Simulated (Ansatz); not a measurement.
# Ru (P6_3/mmc): phonon-mediated transition temperature, part 2 of 2

Each step names its level of theory.

So far, log mean phonon energy ħω_log (meV): step 2 (electron–phonon run: PseudoDojo files, PBE PseudoDojo norm-conserving) 23.1; step 3 (coupling and resistivity: finite displacements, PBE) 23.1.

## Step 4: Coupling and resistivity: r2SCAN at its own relaxed cell

The functional sets the lattice constant, the bands and the force constants.

This step: DFT r2SCAN, scalar-relativistic, plane waves, PAW; PAW set soft_1 (Ansatz 0.2.0).

File input.yaml:

```yaml
crystal:
  lattice:
    - [2.7032792941, 0.0, 0.0]
    - [-1.3516396471, 2.3411085423, 0.0]
    - [0.0, 0.0, 4.2681126879]
  atoms:
    - { symbol: Ru, position: [0.3333333333, 0.6666666667, 0.25] }
    - { symbol: Ru, position: [0.6666666667, 0.3333333333, 0.75] }
kpoints:
  mp_grid: { grid: [18, 18, 9] }
hamiltonian:
  xc: r2scan
  pseudopotentials: { kind: paw, azcp: { folder: soft_1 } }
scf:
  occupations: { method: methfessel_paxton, width: 0.2 }
output:
  eigenvalues: true
phonons:
  method: dfpt
  qmesh: [6, 6, 3]
  temperatures: { t_max: 1000, t_step: 50 }
  qpath:
    path:
      - [[0.0, 0.0, 0.0], [0.5, 0.0, 0.0], [0.33333333, 0.33333333, 0.0], [0.0, 0.0, 0.0], [0.0, 0.0, 0.5], [0.5, 0.0, 0.5], [0.33333333, 0.33333333, 0.5], [0.0, 0.0, 0.5]]
      - [[0.5, 0.0, 0.5], [0.5, 0.0, 0.0]]
    npoints: 6
  electrical_resistivity:
    mesh: [24, 24, 12]
    temperatures: [20.0, 50.0, 80.0, 100.0, 150.0, 200.0, 273.0, 300.0, 400.0, 500.0, 600.0, 800.0]
  superconductivity: { mesh: [24, 24, 12], eliashberg_equations: false }
```

Launch:

```console
$ ansatz run input.yaml --threads 16 --pin off --max-ram 92160MiB --backend cuda --events-out ev --progress --plain --runs-dir out --max-vram 78GiB
```

Numbers of over 12 decimals in the logs are rounded to 6 here.

The program printed:

```text
[...]
Crystal: 2 atoms, lattice volume = 27.011 Å³
Basis set: ecut = 500 eV, 687 PW (Γ), exchange–correlation on 100×100×160 points (125 copies of the dense FFT grid, shifted against one another)
Bands: 20, of which v1, the nominal top of the filled ones, is band 16 counted from 1 (15 counted from 0)
Symmetry: 24 space group operations
k-points: 775 of 2916 (irreducible under 2 space group operations, time reversal used)
[...]
SCF iter   1: F=—  HF=-11782.416135 eV  |F-HF|=—  |Δ(HF+E_count)|=         —  Δρ=1.15e-1  dr2=3.42e0  dr2_τ=8.13e-2  ethr=3.10e-3  ⟨swp⟩=4.5  Hψ=138546  notcnv=0
[...]
SCF iter   2: F=—  HF=-11781.485916 eV  |F-HF|=—  |Δ(HF+E_count)|=   9.30e-1  S|Δr|=    0.00e0  Δρ=5.03e-2  dr2=6.29e-1  dr2_τ=6.13e-2  ethr=3.10e-3  ⟨swp⟩=2.9  Hψ=40000  notcnv=0  defer=1240
[...]
SCF iter   9: F=-11781.485902 eV  HF=-11781.485902 eV  |F-HF|=3.64e-12  |Δ(HF+E_count)|=  2.18e-11  S|Δr|=    0.00e0  Δρ=1.27e-7  dr2=3.99e-12  dr2_τ=7.83e-14  ethr=1.00e-12  ⟨swp⟩=8.8  Hψ=96915  notcnv=0
SCF 1 converged in 9 iterations: F = -11781.485902 eV  dr2 = 3.99e-12
[...]
DFPT response loops at Γ: preconditioner auto → Kerker (q_TF=auto, 2.806 Å⁻¹) (partly filled bands, converged f_vac=0.000); β = 1.00, the filter's whole step (`scf.mixing.beta` (0.50) is not read by the response loops under this deck's `scf.mixing.preconditioner`; to damp them name `kerker` or `kerker_dos`, under which they read `scf.mixing.beta`, and type it under 1.00, their step now; both keys bind the ground state too); Broyden in place of MSR1
[...]
NSCF: frozen V_eff on 185 k-points, pencils in batches of 32, up to order 96
[...]
NSCF: frozen V_eff on 1638 k-points
[...]
SCF 2 converged in 9 iterations: F = -11781.485902 eV  dr2 = 4.04e-12
[...]
SCF converged after 9 iterations
[...]
vibrations of 108 cells: unjudged by the run; compare a larger repeat
[...]
--- Superconductivity: potentials and phonons of a 6×6×3 supercell ---
[...]
mesh         λ    ħω_log (meV)  μ* declared at (meV)
       24×24×12    0.4836          23.673               24.614
        12×12×6    0.4772          23.699               24.619
          6×6×3    0.5197          23.643               24.540
  λ by the species' shares of the modes' patterns: Ru 0.4836
[...]
0.08      3.931         4.011             -             -             -             -              -
      0.10      2.916         2.970             -             -             -             -              -
      0.12      2.063         2.098             -             -             -             -              -
      0.13      1.698         1.726             -             -             -             -              -
      0.14      1.375         1.396             -             -             -             -              -
      0.16      0.848         0.861             -             -             -             -              -
      0.20      0.231         0.234             -             -             -             -              -
[...]
vibrations of 108 cells: unjudged by the run; compare a larger repeat
[...]
```

Elapsed: 10 min, on 1 × NVIDIA GB200 with 16 threads of Arm Neoverse V2, shared host; peak memory 7.6 GiB; 1.9 h of CPU time.

Numbers from this step:

```
volume per atom                                   : 13.51 Å³/atom
zero-point energy                                 : 0.07356 eV/cell
highest frequency, solved or plainly interpolated : 268.2 cm⁻¹
Debye temperature (second moment)                 : 376 K
resistivity at 300 K                              : 6.633 μΩ cm, mean of the axes
coupling constant λ                               : 0.4836
density of states at the Fermi level              : 0.788 states/eV a spin and cell
log mean phonon energy ħω_log                     : 23.67 meV
transport coupling constant λ_tr                  : 0.5183, 0.5183, 0.4804 (xx, yy, zz)
Drude plasma energy                               : 8.682, 8.682, 9.667 eV (xx, yy, zz)
resistivity times mean free path                  : 5.051, 5.051, 3.778 × 10⁻¹⁶ Ω m² (xx, yy, zz)
second-moment phonon energy ħω₂                   : 24.61 meV
coupling λ by branch                              : 0.0936, 0.0892, 0.0907, 0.0753, 0.07, 0.0649 (branches by rank of frequency)
```

Transition temperatures:

```tsv
μ*	McMillan Tc (K)	Allen–Dynes Tc (K)
0.08	3.93	4.01
0.1	2.92	2.97
0.12	2.06	2.1
0.13	1.7	1.73
0.14	1.37	1.4
0.16	0.848	0.861
0.2	0.231	0.234
```

The Eliashberg function α²F has structure finer than the step of the table below, so its rows give means over 1 meV, whole bins alone (the curve runs from 0.129 to 32.8 meV). Peaks (meV: height): α²F 18.7: 0.418, 20.7: 0.482, 23.0: 0.453, 25.9: 0.516, 31.0: 0.541; α²F tr 18.7: 0.437, 20.7: 0.524, 23.0: 0.509, 25.9: 0.537, 31.0: 0.559.

Eliashberg function α²F against phonon energy; means over each step:

```tsv
phonon energy (meV)	α²F	α²F tr
2	2.8e-6	0
3	1.1e-4	0
4	3.4e-4	6.4e-5
5	6.1e-4	1.4e-4
6	0.00101	3.2e-4
7	0.00153	5.7e-4
8	0.00214	9.7e-4
9	0.00299	0.00154
10	0.00402	0.00229
11	0.00539	0.00337
12	0.00717	0.00473
13	0.00963	0.00666
14	0.0131	0.00933
15	0.0184	0.0136
16	0.0282	0.0223
17	0.0773	0.0755
18	0.157	0.161
19	0.319	0.327
20	0.381	0.396
21	0.446	0.493
22	0.352	0.393
23	0.419	0.468
24	0.331	0.366
25	0.404	0.434
26	0.497	0.514
27	0.465	0.475
28	0.400	0.414
29	0.304	0.323
30	0.394	0.407
31	0.481	0.496
32	0.292	0.298
```

## Step 5: Results

```
meshes                        : q 6×6×3, k 18×18×9, scattering 24×24×12
coupling constant λ           : 0.484
log mean phonon energy ħω_log : 23.7 meV
Allen–Dynes Tc at μ* = 0.1    : 2.97 K
Allen–Dynes Tc at μ* = 0.13   : 1.73 K
```

In words: In the last run (r2SCAN, q 6×6×3, k 18×18×9, scattering 24×24×12), with λ = 0.48 and ħω_log = 23.7 meV, Tc at μ* = 0.13 is 1.7 K by McMillan's formula and 1.7 K by Allen and Dynes's. Allen and Dynes's formula meets the measured 0.49 K at μ* near 0.18. Raising μ* from 0.10 to 0.16 lowers the Allen–Dynes value from 3.0 to 0.86 K. By the run's own test λ is not converged in the fine mesh: it moves by 1 % between the two finest. The run's transport test calls it not converged in the mesh; ρ(300 K) moves by 12 % in the component that moves most. λ of these runs moves by 1 to 1 % between their two finest meshes, and Tc by more, so small gaps between the runs or to the measured value rank nothing. Over the runs, λ takes the values 0.460, 0.462 and 0.484, in the order shown. μ* is a typed number, phonons are harmonic, and spin fluctuations are left out; at μ* = 0.13 McMillan's formula turns 1 % in λ into about 5.3 % in Tc.

Comparison with the measured values:

| quantity | measured | Allen–Dynes, PBE, q 6×6×3, fine 24×24×12, PseudoDojo files | Allen–Dynes, PBE, q 6×6×3, fine 24×24×12, displacements | Allen–Dynes, r2SCAN, q 6×6×3, fine 24×24×12 |
| --- | --- | --- | --- | --- |
| superconducting transition temperature (μ* = 0.13) (kelvin) | 0.49 | 1.28 (+161.2 %) | 1.31 (+167.3 %) | 1.73 (+253.1 %) |

Measured values from Wikipedia's table of superconducting elements, as read in December (2026).

How well it matches: For the superconducting transition temperature, of the levels listed nearest comes Allen–Dynes, PBE, q 6×6×3, fine 24×24×12, PseudoDojo files (+161.2 %, a clear miss) and farthest Allen–Dynes, r2SCAN, q 6×6×3, fine 24×24×12 (+253.1 %, a clear miss). Limits of convergence are named above.

[Logs are printed without paths, hosts, clocks, repeated set-up lines and the standing remarks that a program may print on its own settings, such as how far it seeks lower states.]

[Hosts, paths, dates, database ids (printed as entryN), source tags and the programs' standing remarks are cut or masked in the printed files.]
